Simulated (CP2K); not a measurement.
Hexafluoropropene has these distinct C atoms: C2 (bonded to C and 2 F), C4 (bonded to 2 C and F) and C6 (bonded to C and 3 F).

```xyz
9

F     2.4721   -0.2700    0.7499
C     1.3549    0.2449    0.2603
F     1.5285    1.4776   -0.1880
C     0.1983   -0.4285    0.2374
F     0.1555   -1.6863    0.7459
C    -1.1042    0.0592   -0.3179
F    -2.0660    0.0880    0.6557
F    -1.0040    1.3128   -0.8479
F    -1.5352   -0.7977   -1.2955
```

Their partial C K spectra (CP2K XAS_TDP, all-electron GAPW, PBEh(45%), aug-cc-pVDZ, TDA, GW2X-corrected core level, no relativity) are given in random order, each times the number of alike atoms.

Gaussian full width 0.5 eV, oscillator strength per eV, alike atoms added, rows of zeros left out:

```csv
E (eV),curve 1,curve 2,curve 3
289.75,0.005,0.000,0.000
290.00,0.040,0.000,0.000
290.25,0.087,0.000,0.000
290.50,0.049,0.000,0.000
290.75,0.007,0.000,0.000
291.00,0.002,0.000,0.000
291.25,0.025,0.000,0.000
291.50,0.070,0.006,0.000
291.75,0.051,0.056,0.000
292.00,0.009,0.128,0.000
292.25,0.000,0.075,0.000
292.50,0.000,0.011,0.000
294.00,0.004,0.007,0.000
294.25,0.011,0.050,0.000
294.50,0.008,0.093,0.000
294.75,0.002,0.044,0.000
295.00,0.000,0.006,0.000
295.25,0.003,0.006,0.000
295.50,0.018,0.029,0.000
295.75,0.033,0.035,0.000
296.00,0.027,0.011,0.006
296.25,0.019,0.001,0.054
296.50,0.011,0.000,0.155
296.75,0.010,0.000,0.180
297.00,0.011,0.000,0.080
297.25,0.009,0.000,0.011
297.50,0.012,0.000,0.000
297.75,0.020,0.002,0.000
298.00,0.014,0.011,0.000
298.25,0.008,0.021,0.002
298.50,0.005,0.024,0.028
298.75,0.007,0.013,0.092
299.00,0.007,0.011,0.077
299.25,0.004,0.014,0.017
299.50,0.005,0.008,0.009
299.75,0.004,0.007,0.062
300.00,0.010,0.013,0.128
300.25,0.021,0.013,0.085
300.50,0.015,0.022,0.045
300.75,0.004,0.039,0.036
301.00,0.005,0.021,0.015
301.25,0.030,0.014,0.003
301.50,0.073,0.016,0.003
301.75,0.055,0.006,0.009
302.00,0.018,0.002,0.015
```

Question: Which curve belongs to which atom?

Curve 1: C4 (bonded to 2 C and F), leading line at 290.27 eV (f = 0.047 an atom), ionisation energy 296.23 eV, term value 5.96 eV. Curve 2: C2 (bonded to C and 2 F), leading line at 292.03 eV (f = 0.069 an atom), ionisation energy 298.82 eV, term value 6.79 eV. Curve 3: C6 (bonded to C and 3 F), leading line at 296.50 eV (f = 0.052 an atom), ionisation energy 301.19 eV, term value 4.69 eV. The leading line of an atom is its first one with 35 % of the strongest within 2.5 eV of its lowest line over the strength cut. A line lies at the core ionisation energy, which rises as an atom loses charge to its neighbours or to a π system, less the term value, which is large for a low π* or σ* orbital with weight on that atom.

[Banner, clock and machine lines of the logs are left out without a mark of their own.]

[Logs are printed without paths, hosts, clocks, repeated set-up lines and the standing remarks that a program may print on its own settings, such as how far it seeks lower states.]

[Hosts, paths, dates, database ids (printed as entryN), source tags and the programs' standing remarks are cut or masked in the printed files.]
